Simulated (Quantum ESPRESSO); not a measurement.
**Pt (Fm-3m): electron-phonon coupling**

Aim: phonons of metallic Pt (Fm-3m) and how strongly they couple to the electrons.

Program: Quantum ESPRESSO 7.5. Level of theory: DFT LDA, scalar-relativistic, plane waves, PseudoDojo norm-conserving pseudopotentials. Results are calculated unless marked as measured.

### 1. Starting point

The structure is cubic, space group Fm-3m (No. 225). The conventional cell has a = 3.922 Å, b = 3.922 Å, c = 3.922 Å, α = 90.00°, β = 90.00°, γ = 90.00°. Nearest to Pt lie 12 Pt at 2.77 Å.

Coordinates:

```cif
data_structure
_symmetry_space_group_name_H-M 'P 1'
_symmetry_Int_Tables_number 1
_cell_length_a 2.7731
_cell_length_b 2.7731
_cell_length_c 2.7731
_cell_angle_alpha 60.000
_cell_angle_beta 60.000
_cell_angle_gamma 60.000
_cell_volume 15.08
loop_
_atom_site_label
_atom_site_type_symbol
_atom_site_fract_x
_atom_site_fract_y
_atom_site_fract_z
_atom_site_occupancy
Pt1 Pt 0.00000 0.00000 0.00000 1
```

### 2. A first look

A cheap run with smearing and empty bands tells whether the crystal has a gap, which decides between fixed occupations and smearing later on.

The input, probe.in:

```
 &control
    calculation='scf',
    prefix='x',
    outdir='./tmp',
    pseudo_dir='./pseudo',
    tprnfor=.true.,
    tstress=.true.,
    verbosity='high',
 /
 &system
    ibrav=0,
    nat=1,
    ntyp=1,
    ecutwfc=84.0,
    occupations='smearing',
    smearing='gaussian',
    degauss=0.01,
 /
 &electrons
    conv_thr=1.0d-07,
    mixing_beta=0.7,
    electron_maxstep=100,
 /
ATOMIC_SPECIES
 Pt    195.0840  Pt.upf
CELL_PARAMETERS angstrom
     0.000000000    1.960900000    1.960900000
     1.960900000    0.000000000    1.960900000
     1.960900000    1.960900000    0.000000000
ATOMIC_POSITIONS crystal
 Pt     0.000000000   0.000000000   0.000000000
K_POINTS automatic
 8 8 8 0 0 0
```

The run is started by

```console
OMP_NUM_THREADS=1 mpirun -n 4 pw.x -nk 4 -in probe.in > probe.out
```

The program printed:

```text
[banners, grids, parts of the stress and lines that vanish by symmetry left out]
Program PWSCF v.7.5
     Message from routine setup:
     using ibrav=0 with symmetry is DISCOURAGED, use correct ibrav instead
[...]
kinetic-energy cutoff     =      84.0000  Ry
     charge density cutoff     =     336.0000  Ry
     scf convergence threshold =      1.0E-07
[...]
Exchange-correlation= SLA  PW   NOGX NOGC
                           (   1   4   0   0   0   0   0)
[...]
48 Sym. Ops., with inversion, found
[...]
(     0          1          0      )
                  (     0          0          1      )
[...]
( -0.0000000  1.0000000  0.0000000 )
                  ( -0.0000000  0.0000000  1.0000000 )
[...]
(     1          0         -1      )
                  (     0          0         -1      )
[...]
(  1.0000000 -0.0000000 -0.0000000 )
                  (  0.0000000 -1.0000000 -0.0000000 )
[...]
(    -1          1          0      )
                  (     0          1         -1      )
[...]
( -1.0000000  0.0000000 -0.0000000 )
                  ( -0.0000000  1.0000000 -0.0000000 )
[...]
number of k points=    29  Gaussian smearing, width (Ry)=  0.0100
[...]
End of self-consistent calculation
[...]
the Fermi energy is    23.1372 ev
!    total energy              =    -261.37389494 Ry
[...]
convergence has been achieved in   6 iterations
[...]
atom    1 type  1   force =     0.00000000    0.00000000    0.00000000
[...]
Total force =     0.000000     Total SCF correction =     0.000000
[...]
total   stress  (Ry/bohr**3)                   (kbar)     P=      -73.01
[...]
XML data file, charge density, pseudopotentials, collected wavefunctions

   JOB DONE.
```

It took 2.1 s on 4 MPI ranks of Arm Neoverse V1, shared host.

Read from the output:

| Quantity | Value |
| --- | --- |
| volume per atom | 15.08 Å³ |
| pressure | -7.301 GPa |
| gap on the k-mesh | 0 eV |

No gap opens on this mesh, so smearing is kept; the start stands at -7.3 GPa.

### 3. Relaxing the cell and atoms

The relaxation runs at a cutoff a fifth above that of the response, since stress converges more slowly with the basis than frequencies do. Forces and stress are brought to rest with tight thresholds.

The input, relax.in:

```
 &control
    calculation='vc-relax',
    prefix='x',
    outdir='./tmp',
    pseudo_dir='./pseudo',
    tprnfor=.true.,
    tstress=.true.,
    forc_conv_thr=2.0d-05,
    etot_conv_thr=1.0d-07,
    nstep=40,
 /
 &system
    ibrav=0,
    nat=1,
    ntyp=1,
    ecutwfc=101,
    occupations='smearing',
    smearing='mv',
    degauss=0.02,
 /
 &electrons
    conv_thr=1.0d-11,
    mixing_beta=0.7,
    electron_maxstep=100,
 /
 &ions
 /
 &cell
    press_conv_thr=0.2,
 /
ATOMIC_SPECIES
 Pt    195.0840  Pt.upf
CELL_PARAMETERS angstrom
     0.000000000    1.960900000    1.960900000
     1.960900000    0.000000000    1.960900000
     1.960900000    1.960900000    0.000000000
ATOMIC_POSITIONS crystal
 Pt     0.000000000   0.000000000   0.000000000
K_POINTS automatic
 16 16 16 0 0 0
```

The run is started by

```console
OMP_NUM_THREADS=1 mpirun -n 4 pw.x -nk 4 -in relax.in > relax.out
```

The program printed:

```text
[banners, grids, parts of the stress and lines that vanish by symmetry left out]
[banner, memory and clock lines left out]
Program PWSCF v.7.5

[...]
kinetic-energy cutoff     =     101.0000  Ry
     charge density cutoff     =     404.0000  Ry
     scf convergence threshold =      1.0E-11
[...]
energy convergence thresh.=      1.0E-07
     force convergence thresh. =      2.0E-05
     press convergence thresh. =      2.0E-01
     Exchange-correlation= SLA  PW   NOGX NOGC
                           (   1   4   0   0   0   0   0)
[...]
48 Sym. Ops., with inversion, found
[...]
number of k points=   145  Marzari-Vanderbilt smearing, width (Ry)=  0.0200
[...]
End of self-consistent calculation
[...]
the Fermi energy is    23.2148 ev
!    total energy              =    -261.37427516 Ry
[...]
convergence has been achieved in   9 iterations
[...]
atom    1 type  1   force =     0.00000000    0.00000000    0.00000000
     Total force =     0.000000     Total SCF correction =     0.000000
[...]
total   stress  (Ry/bohr**3)                   (kbar)     P=      -69.22
[...]
number of bfgs steps    =   0
[...]
CELL_PARAMETERS (angstrom)
[...]
ATOMIC_POSITIONS (crystal)
Pt               0.0000000000        0.0000000000        0.0000000000
[...]
New effective cutoffs (rho, wfc):  412.15  103.42
[...]
End of self-consistent calculation
[...]
the Fermi energy is    24.3472 ev
!    total energy              =    -261.37470843 Ry
[...]
convergence has been achieved in   6 iterations
[...]
atom    1 type  1   force =     0.00000000    0.00000000    0.00000000
     Total force =     0.000000     Total SCF correction =     0.000000
[...]
total   stress  (Ry/bohr**3)                   (kbar)     P=       37.30
[...]
number of bfgs steps    =   1
[...]
CELL_PARAMETERS (angstrom)
[...]
ATOMIC_POSITIONS (crystal)
Pt               0.0000000000        0.0000000000        0.0000000000
[...]
New effective cutoffs (rho, wfc):  408.79  102.57
[...]
End of self-consistent calculation
[...]
the Fermi energy is    23.9505 ev
!    total energy              =    -261.37485265 Ry
[...]
convergence has been achieved in   7 iterations
[...]
atom    1 type  1   force =     0.00000000    0.00000000    0.00000000
     Total force =     0.000000     Total SCF correction =     0.000000
[...]
total   stress  (Ry/bohr**3)                   (kbar)     P=       -1.87
[...]
number of bfgs steps    =   2
[...]
CELL_PARAMETERS (angstrom)
[...]
ATOMIC_POSITIONS (crystal)
Pt               0.0000000000        0.0000000000        0.0000000000
[...]
New effective cutoffs (rho, wfc):  408.95  102.61
[...]
End of self-consistent calculation
[...]
the Fermi energy is    23.9695 ev
!    total energy              =    -261.37485303 Ry
[...]
convergence has been achieved in   5 iterations
[...]
atom    1 type  1   force =     0.00000000    0.00000000    0.00000000
     Total force =     0.000000     Total SCF correction =     0.000000
[...]
total   stress  (Ry/bohr**3)                   (kbar)     P=       -0.04
[...]
number of bfgs steps    =   3
[...]
small trust_radius: resetting bfgs history
[...]
CELL_PARAMETERS (angstrom)
[...]
ATOMIC_POSITIONS (crystal)
Pt               0.0000000000        0.0000000000        0.0000000000
[...]
New effective cutoffs (rho, wfc):  408.96  102.62
[...]
End of self-consistent calculation
[...]
the Fermi energy is    23.9702 ev
!    total energy              =    -261.37485303 Ry
[...]
convergence has been achieved in   3 iterations
[...]
atom    1 type  1   force =     0.00000000    0.00000000    0.00000000
     Total force =     0.000000     Total SCF correction =     0.000000
[...]
total   stress  (Ry/bohr**3)                   (kbar)     P=        0.02
[...]
bfgs converged in   5 scf cycles and   4 bfgs steps
[...]
End of BFGS Geometry Optimization
     Final enthalpy           =    -261.3748530300 Ry
     File ./tmp/x.bfgs deleted, as requested
[...]
CELL_PARAMETERS (angstrom)
[...]
ATOMIC_POSITIONS (crystal)
Pt               0.0000000000        0.0000000000        0.0000000000
[...]
Final scf calculation at the relaxed structure.
[...]
kinetic-energy cutoff     =     101.0000  Ry
     charge density cutoff     =     404.0000  Ry
     scf convergence threshold =      1.0E-13
[...]
press convergence thresh. =      2.0E-01
     Exchange-correlation= SLA  PW   NOGX NOGC
                           (   1   4   0   0   0   0   0)
[...]
48 Sym. Ops., with inversion, found
[...]
number of k points=   145  Marzari-Vanderbilt smearing, width (Ry)=  0.0200
[...]
c_bands:  1 eigenvalues not converged
[...]
End of self-consistent calculation
[...]
the Fermi energy is    23.9702 ev
!    total energy              =    -261.37484724 Ry
[...]
convergence has been achieved in  10 iterations
[...]
atom    1 type  1   force =     0.00000000    0.00000000    0.00000000
     Total force =     0.000000     Total SCF correction =     0.000000
[...]
total   stress  (Ry/bohr**3)                   (kbar)     P=       -0.01
[...]
XML data file, charge density, pseudopotentials, collected wavefunctions
```

The job ended after 73 s (4 MPI ranks; 4.8 min of CPU time).

Relaxation path:

```
step  energy less that of the first step (eV)  largest force (eV/Å)  pressure (GPa)  volume (Å³)
   1                                   0.0000                0.0000           -6.92        15.08
   2                                  -0.0059                0.0000            3.73        14.55
   3                                  -0.0079                0.0000           -0.19        14.73
   4                                  -0.0079                0.0000            0.00        14.73
   5                                  -0.0079                0.0000            0.00        14.72
   6                                  -0.0078                0.0000            0.00        14.72
```

```
conventional cell, symmetrised  before  after  change
                         a (Å)   3.922  3.891  -0.8 %
                         b (Å)   3.922  3.891  -0.8 %
                         c (Å)   3.922  3.891  -0.8 %
              volume (Å³/atom)   15.08  14.72  -2.4 %
```

Final coordinates:

```xyz
1
Lattice="0.0000 1.9454 1.9454 1.9454 0.0000 1.9454 1.9454 1.9454 0.0000" Properties=species:S:1:pos:R:3 pbc="T T T"
Pt    0.0000    0.0000    0.0000
```

The last row of the table of steps is pw.x's closing run on a basis chosen anew for the final cell, so its energy can jump.

Numbers from this step:

- volume per atom: 14.72 Å³
- pressure: -0.001 GPa

The volume changes by -2.4 % from the cell with which this run began.

### 4. Ground state

Perturbation theory inherits every error of the wavefunctions, so the threshold is set near the limit of the arithmetic. Smearing stays on, as the first look found no gap above 0.3 eV.

The input, scf.in:

```
 &control
    calculation='scf',
    prefix='x',
    outdir='./tmp',
    pseudo_dir='./pseudo',
    tprnfor=.true.,
    tstress=.true.,
 /
 &system
    ibrav=0,
    nat=1,
    ntyp=1,
    ecutwfc=84.0,
    occupations='smearing',
    smearing='mv',
    degauss=0.02,
 /
 &electrons
    conv_thr=1.0d-12,
    mixing_beta=0.7,
    electron_maxstep=100,
 /
ATOMIC_SPECIES
 Pt    195.0840  Pt.upf
CELL_PARAMETERS angstrom
     0.000000000    1.945387948    1.945387948
     1.945387948    0.000000000    1.945387948
     1.945387948    1.945387948    0.000000000
ATOMIC_POSITIONS crystal
 Pt     0.000000000   0.000000000   0.000000000
K_POINTS automatic
 16 16 16 0 0 0
```

The run is started by

```console
OMP_NUM_THREADS=1 mpirun -n 4 pw.x -nk 4 -in scf.in > scf.out
```

The program printed:

```text
[banners, grids, parts of the stress and lines that vanish by symmetry left out]
[banner, memory and clock lines left out]
Program PWSCF v.7.5

[...]
kinetic-energy cutoff     =      84.0000  Ry
     charge density cutoff     =     336.0000  Ry
     scf convergence threshold =      1.0E-12
[...]
Exchange-correlation= SLA  PW   NOGX NOGC
                           (   1   4   0   0   0   0   0)
[...]
48 Sym. Ops., with inversion, found
[...]
number of k points=   145  Marzari-Vanderbilt smearing, width (Ry)=  0.0200
[...]
End of self-consistent calculation
[...]
the Fermi energy is    23.9702 ev
!    total energy              =    -261.37480411 Ry
[...]
convergence has been achieved in   9 iterations
[...]
atom    1 type  1   force =     0.00000000    0.00000000    0.00000000
     Total force =     0.000000     Total SCF correction =     0.000000
[...]
total   stress  (Ry/bohr**3)                   (kbar)     P=       -0.04
[...]
XML data file, charge density, pseudopotentials, collected wavefunctions
```

The job ended after 8.9 s (4 MPI ranks; 35 s of CPU time).

Read from the output:

| Quantity | Value |
| --- | --- |
| pressure | -0.004 GPa |

The cell stands at -0.004 GPa, close enough for phonons.

### 5. Levels on a dense mesh

The coupling is a sum over pairs of states at the Fermi level and needs a much denser mesh than the density does.

scf_fit.in, as its differences from scf.in of step 4:

```diff
@@ -16,5 +16,6 @@
     degauss=0.02,
+    la2F=.true.,
  /
  &electrons
-    conv_thr=1.0d-12,
+    conv_thr=1.0d-10,
     mixing_beta=0.7,
@@ -31,2 +32,2 @@
 K_POINTS automatic
- 16 16 16 0 0 0
+ 32 32 32 0 0 0
```

The run is started by

```console
OMP_NUM_THREADS=1 mpirun -n 4 pw.x -nk 4 -in scf_fit.in > scf_fit.out
```

The program printed:

```text
[banners, grids, parts of the stress and lines that vanish by symmetry left out]
[banner, memory and clock lines left out]
Program PWSCF v.7.5

[...]
kinetic-energy cutoff     =      84.0000  Ry
     charge density cutoff     =     336.0000  Ry
     scf convergence threshold =      1.0E-10
[...]
Exchange-correlation= SLA  PW   NOGX NOGC
                           (   1   4   0   0   0   0   0)
[...]
48 Sym. Ops., with inversion, found
[...]
number of k points=   897  Marzari-Vanderbilt smearing, width (Ry)=  0.0200
[...]
End of self-consistent calculation
[...]
the Fermi energy is    23.9810 ev
!    total energy              =    -261.37480543 Ry
[...]
convergence has been achieved in   8 iterations
[...]
atom    1 type  1   force =     0.00000000    0.00000000    0.00000000
     Total force =     0.000000     Total SCF correction =     0.000000
[...]
total   stress  (Ry/bohr**3)                   (kbar)     P=        0.14
[...]
XML data file, charge density, pseudopotentials, collected wavefunctions
```

Elapsed: 46 s, on 4 MPI ranks; 3 min of CPU time.

This step gave:

| Quantity | Value |
| --- | --- |
| pressure | 0.01400 GPa |

### 6. Ground state

The run on the dense mesh left its levels for the electron-phonon sums; ph.x needs the ground state on the coarse mesh, so pw.x runs once more in the same folder.

scf.in is that of step 4.

The run is started by

```console
OMP_NUM_THREADS=1 mpirun -n 4 pw.x -nk 4 -in scf.in > scf.out
```

The program printed:

```text
[banners, grids, parts of the stress and lines that vanish by symmetry left out]
[banner, memory and clock lines left out]
Program PWSCF v.7.5

[...]
kinetic-energy cutoff     =      84.0000  Ry
     charge density cutoff     =     336.0000  Ry
     scf convergence threshold =      1.0E-12
[...]
Exchange-correlation= SLA  PW   NOGX NOGC
                           (   1   4   0   0   0   0   0)
[...]
48 Sym. Ops., with inversion, found
[...]
number of k points=   145  Marzari-Vanderbilt smearing, width (Ry)=  0.0200
[...]
End of self-consistent calculation
[...]
the Fermi energy is    23.9702 ev
!    total energy              =    -261.37480411 Ry
[...]
convergence has been achieved in   9 iterations
[...]
atom    1 type  1   force =     0.00000000    0.00000000    0.00000000
     Total force =     0.000000     Total SCF correction =     0.000000
[...]
total   stress  (Ry/bohr**3)                   (kbar)     P=       -0.04
[...]
XML data file, charge density, pseudopotentials, collected wavefunctions
```

Run time: 8.8 s. Hardware: 4 MPI ranks; 35 s of CPU time.

This step gave:

```yaml
pressure: -0.004 GPa
```

(Continued in part 2 of 3.)

[Host names and launcher messages were left out of these logs when they were recorded.]

[Logs are printed without paths, hosts, clocks, repeated set-up lines and the standing remarks that a program may print on its own settings, such as how far it seeks lower states.]

[Hosts, paths, dates, database ids (printed as entryN), source tags and the programs' standing remarks are cut or masked in the printed files.]
